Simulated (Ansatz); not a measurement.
## Phonon transport in C (Diamond, Fd-3m)

Aim: the lattice thermal conductivity of C (Diamond) against temperature, and which phonons carry it.

Measurements to reproduce:
- thermal conductivity 2200 W/m/K near room temperature (given in “Predicting the lattice thermal conductivity of solids by solving the Boltzmann transport equation: AFLOW - AAPL an automated, accurate and efficient framework”, 2017, arXiv:1611.05481)

Method: DFT LDA, scalar-relativistic, plane waves, PAW; PAW set soft_1, in Ansatz 0.2.0.

This is a report of a sequence of runs, with most program output left out.

## Step 1: Set-up

It takes space group Fd-3m (No. 227, cubic). The conventional cell has a = 3.567 Å, b = 3.567 Å, c = 3.567 Å, α = 90.00°, β = 90.00°, γ = 90.00°. Nearest to C lie 4 C at 1.54 Å.

## Step 2: A first coarse run

A cheap single point shows whether the cell is a metal or an insulator and how far it is from rest; that sets the k-mesh and the occupations of what follows.

input.yaml reads:

```yaml
crystal:
  lattice:
    - [0.0, 1.78337, 1.78337]
    - [1.78337, 0.0, 1.78337]
    - [1.78337, 1.78337, 0.0]
  atoms:
    - { symbol: C, position: [0.0, 0.0, 0.0] }
    - { symbol: C, position: [0.25, 0.25, 0.25] }
kpoints:
  mp_grid: { grid: [8, 8, 8] }
hamiltonian:
  xc: lda
  pseudopotentials: { kind: paw, azcp: { folder: soft_1 }, xc_functional: pbe }
scf:
  occupations: { method: gaussian, width: 0.1 }
  lower_state_search: "off"
output:
  forces: true
  stress: true
  eigenvalues: true
```

Run with:

```console
ansatz run input.yaml --threads 18 --pin off --max-ram 92160MiB --backend cuda --events-out ev --progress --plain --runs-dir out --max-vram 78GiB
```

It took 0.72 s on 1 × NVIDIA GB200 with 18 threads of Arm Neoverse V2, shared host; peak memory 1 GiB; 1.1 s of CPU time.

A gap read on the k-mesh alone can miss the band edges.

Numbers from this step:

| Quantity | Value |
| --- | --- |
| pressure | -13.19 GPa |
| gap on the k-mesh | 4.107 eV |
| volume per atom | 5.672 Å³/atom |

The start is under -13 GPa at this level and looks like an insulator or semiconductor on this mesh.

## Step 3: A loose first relaxation

The start is far from rest, so a relaxation with loose thresholds first brings it near the minimum.

Edit input.yaml of step 2 so:

```diff
@@ -9,3 +9,3 @@
 kpoints:
-  mp_grid: { grid: [8, 8, 8] }
+  mp_grid: { grid: [10, 10, 10] }
 hamiltonian:
@@ -20 +20,6 @@
   eigenvalues: true
+relax:
+  adjacent_minimum: "off"
+  f_tol: 0.05
+  max_steps: 80
+  cell: { stress_tol: 0.5 }
```

Elapsed: 1.6 s, on 1 × NVIDIA GB200 with 18 threads; peak memory 0.95 GiB; 3.4 s of CPU time.

Relaxation path:

```csv
step,energy less that of the first step (eV),largest force component (eV/Å),pressure (GPa),volume (Å³)
1,0.0000,0.0000,-13.21,11.34
2,-0.0128,0.0000,-5.19,11.14
3,-0.0155,0.0000,0.20,11.01
4*,-0.0141,0.0000,-0.01,11.01
```

Relaxation steps marked * repeat the geometry before them on a plane-wave basis chosen anew for their cell, so energy and pressure can jump there.

The run keeps the 48 symmetry operations that it works with, so distortions that break them were not tested.

```csv
"conventional cell, symmetrised",before,after,change
a (Å),3.567,3.531,-1.0 %
b (Å),3.567,3.531,-1.0 %
c (Å),3.567,3.531,-1.0 %
volume (Å³/atom),5.67,5.51,-2.9 %
```

Final coordinates:

```xyz
2
Lattice="0.0000 1.7657 1.7657 1.7657 0.0000 1.7657 1.7657 1.7657 0.0000" Properties=species:S:1:pos:R:3 pbc="T T T"
C     0.0000    0.0000    0.0000
C     0.8829    0.8829    0.8829
```

Numbers from this step:

```
pressure          : -0.01484 GPa
gap on the k-mesh : 4.211 eV
volume per atom   : 5.505 Å³/atom
```

The relaxation ends with a pressure of -0.01 GPa.

## Step 4: Relaxation

Phonons are second derivatives about a minimum, so cell and atoms are relaxed first, inside the symmetry of the start.

input.yaml, the sections that differ from step 3:

```yaml
crystal:
  lattice:
    - [0.0, 1.7657492451, 1.7657492451]
    - [1.7657492451, 0.0, 1.7657492451]
    - [1.7657492451, 1.7657492451, 0.0]
  atoms:
    - { symbol: C, position: [0.0, 0.0, 0.0] }
    - { symbol: C, position: [0.25, 0.25, 0.25] }
kpoints:
  mp_grid: { grid: [12, 12, 12] }
scf:
  occupations: { method: gaussian, width: 0.02 }
  lower_state_search: "off"
relax:
  adjacent_minimum: "off"
  f_tol: 0.005
  max_steps: 80
  cell: { stress_tol: 0.05 }
# hamiltonian, output: as in step 3
```

It took 1.5 s on 1 × NVIDIA GB200 with 18 threads; peak memory 0.98 GiB.

Little changed from the start: no atom moved by 0.005 Å and no cell edge by 0.1 %.

This step gave:

```
pressure          : -0.02129 GPa
gap on the k-mesh : 4.202 eV
```

## Step 5: Relaxing to small residual forces and stress

The relaxation is repeated with tighter thresholds on force and stress, since phonons are sensitive to what is left; a change of mesh or smearing in the input moves the cell too.

input.yaml, the sections that differ from step 4:

```yaml
scf:
  occupations: { method: fixed }
  lower_state_search: "off"
relax:
  adjacent_minimum: "off"
  f_tol: 0.001
  max_steps: 60
  cell: { stress_tol: 0.01 }
# crystal, kpoints, hamiltonian, output: as in step 4
```

It took 1.6 s on 1 × NVIDIA GB200 with 18 threads; peak memory 0.95 GiB; 3.2 s of CPU time.

Little changed from the start: no atom moved by 0.005 Å and no cell edge by 0.1 %.

Numbers from this step:

| Item | Value |
| --- | --- |
| pressure | -0.009032 GPa |

The residual pressure is -0.0090 GPa, small enough for phonons.

## Step 6: A cheap rung

A small supercell and a short cutoff cost little, and show how far such settings carry.

input.yaml reads:

```yaml
crystal:
  lattice:
    - [0.0, 1.7657338789, 1.7657338789]
    - [1.7657338789, 0.0, 1.7657338789]
    - [1.7657338789, 1.7657338789, 0.0]
  atoms:
    - { symbol: C, position: [0.0, 0.0, 0.0] }
    - { symbol: C, position: [0.25, 0.25, 0.25] }
kpoints:
  mp_grid: { grid: [12, 12, 12] }
hamiltonian:
  xc: lda
  pseudopotentials: { kind: paw, azcp: { folder: soft_1 }, xc_functional: pbe }
scf:
  occupations: { method: fixed }
  lower_state_search: "off"
output:
  eigenvalues: true
phonons:
  method: fd
  dielectric: false
  supercell: [3, 3, 3]
  temperatures: { t_max: 1000, t_step: 50 }
  qpath:
    path:
      - [[0.0, 0.0, 0.0], [0.5, 0.0, 0.5], [0.5, 0.25, 0.75], [0.375, 0.375, 0.75], [0.0, 0.0, 0.0], [0.5, 0.5, 0.5], [0.625, 0.25, 0.625], [0.5, 0.25, 0.75], [0.5, 0.5, 0.5], [0.375, 0.375, 0.75]]
      - [[0.625, 0.25, 0.625], [0.5, 0.0, 0.5]]
    npoints: 10
  third_order: { supercell: [3, 3, 3], pair_cutoff: 3.078 }
  lattice_thermal_conductivity:
    qmesh: [17, 17, 17]
    temperatures: [100.0, 150.0, 200.0, 300.0, 400.0, 500.0, 600.0, 800.0]
    isotope_mass_variance: [{ species: C, variance: 7.387e-05 }]
```

It took 41 s on 1 × NVIDIA GB200 with 18 threads; peak memory 1.5 GiB.

This step gave:

```yaml
gamma_frequencies: 0, 0, 0, 1323, 1323, 1323 cm⁻¹ (negative: imaginary)
lowest_frequency_on_the_path: 0 cm⁻¹
zero_point_energy: 0.3673 eV/cell
point_group: m-3m
highest_frequency: 1344 cm⁻¹
debye_temperature_from_the_second_moment: 1904 K
kappa_at_300_k_relaxation_time: 2409 W/m/K
kappa_at_300_k_full_solution: 2925 W/m/K
dipole_term: none
mean_free_path_at_half_of_kappa: 785 nm
share_of_kappa_above_the_three_lowest_branches: 0.006
third_order_blocks: 842
periodic_aliases_dropped: 168
largest_relative_sum_rule_correction: 0.1300
displaced_cells_third_order: 74
```

W/m/K. Kappa, by row:

```csv
T (K),RTA xx,RTA yy,RTA zz,full xx,full yy,full zz,coherence part xx,coherence part yy,coherence part zz,ending,iterations,least Ritz value
100,26540,26540,26540,30050,30050,30050,0.001043,0.001043,0.001043,converged,7,0.645
150,11930,11930,11930,13930,13930,13930,0.00636,0.00636,0.00636,converged,7,0.556
200,5663,5663,5663,6721,6721,6721,0.02274,0.02274,0.02274,converged,8,0.535
300,2409,2409,2409,2925,2925,2925,0.1052,0.1052,0.1052,converged,8,0.529
400,1602,1602,1602,1961,1961,1961,0.2034,0.2034,0.2034,converged,8,0.521
500,1246,1246,1246,1525,1525,1525,0.2611,0.2611,0.2611,converged,8,0.511
600,1037,1037,1037,1266,1266,1266,0.2852,0.2852,0.2852,converged,8,0.501
800,790,790,790,958.9,958.9,958.9,0.2982,0.2982,0.2982,converged,9,0.485
```

This rung gives 2409 W/(m K) at 300 K by relaxation time, but with 54 atoms, 3 neighbour distances inside the cutoff and a 17×17×17 mesh it is a test, not the conductivity of the crystal.

## Step 7: Anharmonic force constants and conductivity, third order supercell 4×4×4, atoms in the supercell 128

Pairs of atoms inside the cutoff are displaced in a supercell, the forces give the cubic constants, and these give the three-phonon rates of the Boltzmann equation.

Edit input.yaml of step 6 so:

```diff
@@ -21,3 +21,3 @@
   dielectric: false
-  supercell: [3, 3, 3]
+  supercell: [4, 4, 4]
   temperatures: { t_max: 1000, t_step: 50 }
@@ -28,6 +28,7 @@
     npoints: 10
-  third_order: { supercell: [3, 3, 3], pair_cutoff: 3.078 }
+  third_order: { supercell: [4, 4, 4], pair_cutoff: 3.078 }
   lattice_thermal_conductivity:
-    qmesh: [17, 17, 17]
+    qmesh: [29, 29, 29]
     temperatures: [100.0, 150.0, 200.0, 300.0, 400.0, 500.0, 600.0, 800.0]
     isotope_mass_variance: [{ species: C, variance: 7.387e-05 }]
+    solution: relaxation_time
```

Run time: 80 s. Hardware: 1 × NVIDIA GB200 with 18 threads; peak memory 2.3 GiB; 14 min of CPU time.

This step gave:

| Property | Result |
| --- | --- |
| zero-point energy | 0.3674 eV/cell |
| highest frequency | 1343 cm⁻¹ |
| Debye temperature from the second moment | 1903 K |
| κ at 300 K (relaxation time) | 2280 W/m/K |
| mean free path at half of κ | 684 nm |
| periodic aliases dropped | 0 |
| largest relative sum-rule correction | 0.09506 |

No LO-TO term. Phonon branches along the path, in cm⁻¹:

```csv
point,branch 1,branch 2,branch 3,branch 4,branch 5,branch 6
Γ,0,0,0,1323,1323,1323
halfway,538,538,761,1226,1226,1343
X,789,789,1097,1097,1219,1219
halfway,842,842,1072,1072,1201,1201
W,925,925,1015,1015,1186,1186
halfway,818,973,1021,1040,1150,1229
K,760,983,1023,1079,1113,1255
halfway,503,606,752,1235,1267,1303
Γ,0,0,0,1323,1323,1323
halfway,412,412,706,1270,1270,1332
L,551,551,1076,1230,1230,1266
halfway,645,751,1049,1180,1183,1253
U,760,983,1023,1079,1113,1255
halfway,818,973,1021,1040,1150,1229
W,925,925,1015,1015,1186,1186
halfway,686,787,1044,1140,1203,1239
L,551,551,1076,1230,1230,1266
halfway,645,751,1049,1180,1183,1253
K,760,983,1023,1079,1113,1255
jump to U,760,983,1023,1079,1113,1255
halfway,783,848,1074,1100,1181,1233
X,789,789,1097,1097,1219,1219
```

Lattice thermal conductivity, RTA xx against temperature:

```csv
temperature (K),"lattice thermal conductivity, RTA xx (W/m/K)"
100,26380
150,11110
200,5283
300,2280
400,1534
500,1202
600,1005
800,769
```

Phonopy on the run's constants, 21x21x21 mesh, Gaussian sigma 10.0 cm⁻¹. Modes, C against wavenumber; read off at these points:

```csv
wavenumber (cm⁻¹),"modes, C (1/cm⁻¹/cell)"
0.0,1.0e-5
25.0,0
50.0,0
75.0,2.9e-5
100.0,7.0e-5
125.0,4.6e-5
150.0,1.3e-4
175.0,2.9e-4
200.0,7.2e-5
225.0,3.2e-4
250.0,4.2e-4
275.0,4.3e-4
300.0,4.2e-4
325.0,7.5e-4
350.0,8.2e-4
375.0,7.9e-4
400.0,0.00128
425.0,0.00108
450.0,0.00157
475.0,0.00217
500.0,0.00194
525.0,0.00294
550.0,0.00387
575.0,0.00451
600.0,0.00467
625.0,0.00481
650.0,0.00478
675.0,0.00528
700.0,0.00529
725.0,0.00538
750.0,0.00588
766.8,0.00642
775.0,0.00590
800.0,0.00578
825.0,0.00438
850.0,0.00462
875.0,0.00373
900.0,0.00428
925.0,0.00373
950.0,0.00462
975.0,0.00456
1000.0,0.00603
1025.0,0.00720
1050.0,0.00541
1075.0,0.00414
1100.0,0.00483
1125.0,0.00578
1150.0,0.00908
1175.0,0.0125
1200.0,0.0128
1225.0,0.0180
1243.5,0.0238
1250.0,0.0235
1275.0,0.0124
1300.0,0.00777
1325.0,0.00746
1350.0,0.00130
1375.0,3.0e-6
```

Distinct triplets, nearest first. Third order norms, by row:

```csv
sites,side 1 (Å),side 2 (Å),side 3 (Å),norm of the 27 components (eV/Å³)
C-C-C,0,0,0,258.3
C-C-C,0,1.53,1.53,121.7
C-C-C,1.53,1.53,2.5,3.182
C-C-C,0,2.5,2.5,7.875
C-C-C,2.5,2.5,2.5,1.154
C-C-C,2.5,2.5,2.5,0.399
C-C-C,1.53,2.5,2.93,0.608
C-C-C,0,2.93,2.93,1.005
C-C-C,2.5,2.93,2.93,0.075
C-C-C,2.5,2.93,2.93,0.124
```

RTA, 300 K. Kappa by branch, by row:

```csv
branch (by rank),mean frequency (THz),mean rms speed (km/s),median lifetime (ps),share of kappa
1,19.05,6.69,52.8,0.485
2,21.49,9.04,34.4,0.309
3,27.55,7.35,14,0.199
4,35.08,3.57,7.52,0.004
5,36.32,2.89,5.43,0.001
6,38.18,2.25,4.29,0
```

The spectral kappa at 300 K, relaxation time (W/m/K/THz) by frequency; read off at these points:

frequency (THz), spectral kappa at 300 K, relaxation time (W/m/K/THz) and a bar:
```
      0.5          0 
      1.5         54 ######
      2.5         12 #
      3.5        284 ##############################
      4.5         64 #######
      6.5        104 ###########
      8.5         93 ##########
     10.5        102 ###########
     11.5         90 #########
     13.5         94 ##########
     14.5        109 ############
     15.5         97 ##########
     17.5        103 ###########
     19.5         92 ##########
     21.5         72 ########
     23.5         51 #####
     25.5         37 ####
     27.5         20 ##
     29.5          9 #
     30.5          6 #
     32.5          3 
     34.5          2 
     36.5          1 
     38.5          1 
     40.5          0
```

Relaxation-time solution. Table of share of κ carried by shorter paths by mean free path:

```csv
mean free path (nm),100 K,300 K,800 K
6.81,0,0,0.002
10,0,0,0.006
14.7,0,0,0.014
21.5,0,0.001,0.031
31.6,0,0.002,0.05
46.4,0,0.003,0.105
68.1,0,0.006,0.266
100,0,0.012,0.657
147,0,0.023,0.825
215,0,0.041,0.871
316,0,0.187,0.909
464,0,0.367,0.931
681,0,0.499,0.937
1000,0,0.592,0.944
1470,0.001,0.658,0.957
2150,0.002,0.705,0.962
3160,0.002,0.775,0.962
4640,0.004,0.821,0.966
6810,0.006,0.837,0.973
10000,0.011,0.851,1
14700,0.02,0.881,1
21500,0.035,0.905,1
31600,0.053,0.905,1
46400,0.091,0.917,1
68100,0.14,1,1
1.0e5,0.19,1,1
1.5e5,0.276,1,1
2.2e5,0.391,1,1
3.2e5,0.448,1,1
4.6e5,0.601,1,1
6.8e5,0.601,1,1
1.0e6,0.601,1,1
```

300 K; a sample spread over frequency. Mode lifetimes, by row, the first 40 of 90 rows:

```csv
q1,q2,q3,branch,frequency (THz),rms speed (km/s),three-phonon rate (1/ps),isotope rate (1/ps),lifetime (ps),mean free path (nm)
0,0,0.0345,1,1.94,11.52,6.67e-4,1.92e-7,1500,17300
0,0.0345,-0.069,3,7.722,17.67,0.011,9.02e-5,90.5,1600
0.0345,0.1379,-0.1034,1,10.48,9.98,0.00519,3.41e-4,181,1810
0.0345,0.1034,0.2414,2,12.04,11.22,0.0179,6.44e-4,53.9,605
0,0.069,0.2759,2,13.45,9.49,0.00913,0.00112,97.6,926
0.0345,0.1034,-0.2414,1,14.4,7.17,0.00695,0.00161,117,838
0.1034,0.2069,0.3448,1,15.3,9.47,0.0129,0.00231,65.6,621
0.069,0.2069,0.3448,1,16.01,9.16,0.0175,0.00319,48.3,442
0.069,0.2414,0.3103,2,16.49,10.13,0.0278,0.00435,31.1,315
0.069,0.2069,0.3793,1,16.91,8.4,0.0169,0.0051,45.4,381
0,0.1034,-0.4138,1,17.39,4.05,0.00559,0.00551,90.1,365
0.069,0.1379,0.4138,2,17.84,9.57,0.016,0.00595,45.5,436
0.0345,0.1724,-0.3448,1,18.28,5.54,0.0072,0.00635,73.8,409
0.069,0.1724,-0.2414,2,18.69,10.51,0.0233,0.00673,33.3,350
0.0345,0.2069,-0.3448,1,19.19,5.66,0.00731,0.0073,68.5,387
0.069,0.2759,-0.2414,1,19.58,6.92,0.00968,0.00769,57.6,398
0.1379,0.3103,-0.1724,1,20.03,8.28,0.0161,0.00823,41,340
0.0345,0.1379,-0.1724,3,20.42,12.58,0.0432,0.00871,19.3,243
0.0345,0.2759,-0.4828,1,20.91,5.96,0.0122,0.00938,46.3,276
0.069,0.2414,-0.2069,2,21.26,10.4,0.0311,0.00984,24.4,254
0.0345,0.3448,0.4483,1,21.67,5.88,0.0132,0.0105,42.3,249
0.069,0.3793,0.4483,1,22.05,5.94,0.0139,0.0112,39.9,237
0,0.2069,0.4483,2,22.39,10.23,0.0229,0.0117,28.9,296
0.1379,0.3103,-0.1724,2,22.82,9.23,0.0273,0.0126,25.1,232
0.1379,0.3448,-0.3103,1,23.12,7.35,0.012,0.0133,39.5,290
0.0345,0.4483,0.4828,2,23.42,2.88,0.00667,0.0143,47.7,138
0.0345,0.1034,-0.2414,3,23.78,12.55,0.056,0.0131,14.5,182
0.1379,0.4138,-0.2759,1,24.16,7.04,0.0107,0.0121,43.9,309
0.1379,0.4138,-0.3793,1,24.66,7.13,0.012,0.0116,42.5,303
0,0.2069,0.3448,3,25.08,10,0.0549,0.0113,15.1,151
0.1379,0.3103,-0.4138,2,25.53,8.32,0.0248,0.0112,27.8,231
0.0345,0.2414,-0.2414,3,26.11,7.28,0.0666,0.0113,12.8,93.5
0.1034,0.2414,0.4483,3,26.68,7.77,0.0638,0.0114,13.3,103
0,0.1034,0.3793,3,27.12,10.4,0.0691,0.012,12.3,128
0.0345,0.3793,-0.4138,2,27.71,8.35,0.0135,0.0128,38.1,318
0,0.2414,-0.3103,3,28.21,8.26,0.0653,0.0141,12.6,104
0.1034,0.2759,-0.4828,3,28.73,5.72,0.0619,0.0148,13,74.7
0.0345,0.3448,0.3793,3,29.2,10.39,0.0649,0.0154,12.5,129
0.069,0.3103,-0.4483,3,29.67,2.94,0.0549,0.0177,13.8,40.4
0.069,0.2069,-0.4828,3,30.07,6.56,0.0604,0.0221,12.1,79.5
```

Without the LO-TO term. Gamma linewidths, by row:

```csv
branch,frequency (cm⁻¹),three-phonon rate (1/ps),isotope rate (1/ps),FWHM (cm⁻¹)
4,1323,0.214,0.0385,1.34
5,1323,0.214,0.0385,1.34
6,1323,0.214,0.0385,1.34
```

W/m/K, third of the trace; RTA populations with a boundary rate v/L added to each mode (Matthiessen's rule). Kappa by grain size, by row:

```csv
T (K),bulk,10 nm,30 nm,100 nm,300 nm,1000 nm,10000 nm,100000 nm
100,26380,2.639,7.887,25.97,75.68,235.2,1694,7660
300,2280,41.76,115.4,315.4,660.9,1147,1848,2166
600,1005,79.68,194.3,416.1,645,823.5,960.3,997.5
```

W/m/K, third of the trace; RTA populations with the isotope rates scaled. Kappa by mass disorder, by row:

```csv
T (K),no isotopes,as typed,variance x 3,variance x 10,variance x 30
100,44470,26380,18380,10580,5654
300,2808,2280,1858,1365,959.5
600,1143,1005,847.4,614.6,416.7
```

At 300 K the relaxation-time value is 2280 W/(m K).

## Step 8: The ladder

Ladder, by row:

```csv
cells or q mesh,k mesh,pair cutoff,atoms in the supercell,q-mesh of the transport sums,κ at 300 K (relaxation time) (W/m/K),κ at 300 K (full solution) (W/m/K),core-minutes
3x3x3,12x12x12,3.078,54,17×17×17,2409,2925,8.6
4x4x4,12x12x12,3.078,128,29×29×29,2280,-,14.3
```

## Step 9: Results

```
highest frequency                          : 1343 cm⁻¹
Debye temperature from the second moment   : 1903 K
κ at 300 K (relaxation time)               : 2280 W/m/K
mean free path at half of κ                : 684 nm
share of κ above the three lowest branches : 0.006
```

What this shows: The lattice of C (Diamond) conducts 2280 W/(m K) at 300 K by LDA (mean over directions, relaxation-time solution). Above 300 K the relaxation-time κ falls as T^-1.10, near the 1/T law of three-phonon scattering. Grains of 100 nm would keep 14 % of the bulk value at 300 K, and grains of 1 µm 50 %. Removing the natural isotope disorder raises κ at 300 K by 23 %. The first rung (54 atoms, cutoff 3.08 Å) gave 2409 W/(m K) by relaxation time for 0.60 times the cost of the last; the two share the cutoff and differ in supercell or meshes, so the cutoff itself is not tested. A measured thermal conductivity near room temperature is 2200 W/m/K (arXiv:1611.05481); the calculated 2280 W/m/K differs by +4 %. Part of this agreement may be a cancellation, since four-phonon scattering and the shift of frequencies with temperature are both left out, and a relaxation-time value usually lies below the full solution. The last run computed the relaxation-time solution alone; it counts normal processes as resistive, so the full solution usually lies higher: on an earlier rung it gave 2925 against 2409 W/(m K). The sum rules changed one orbit of cubic constants by up to 10 %. The conductivities include the coherence part between close branches; the shares for grains, isotopes, branches and paths are of the relaxation-time populations alone. Cubic couplings among atoms farther apart than the pair cutoff are dropped, and neither the cutoff nor the q-mesh was shown to be converged here. The PAW files were made for PBE and are used here under another functional, for which the program regenerates the frozen cores.

[Logs are printed without paths, hosts, clocks, repeated set-up lines and the standing remarks that a program may print on its own settings, such as how far it seeks lower states.]

[Hosts, paths, dates, database ids (printed as entryN), source tags and the programs' standing remarks are cut or masked in the printed files.]

[A step with changed settings may run another functional than the one named; its input shows which.]
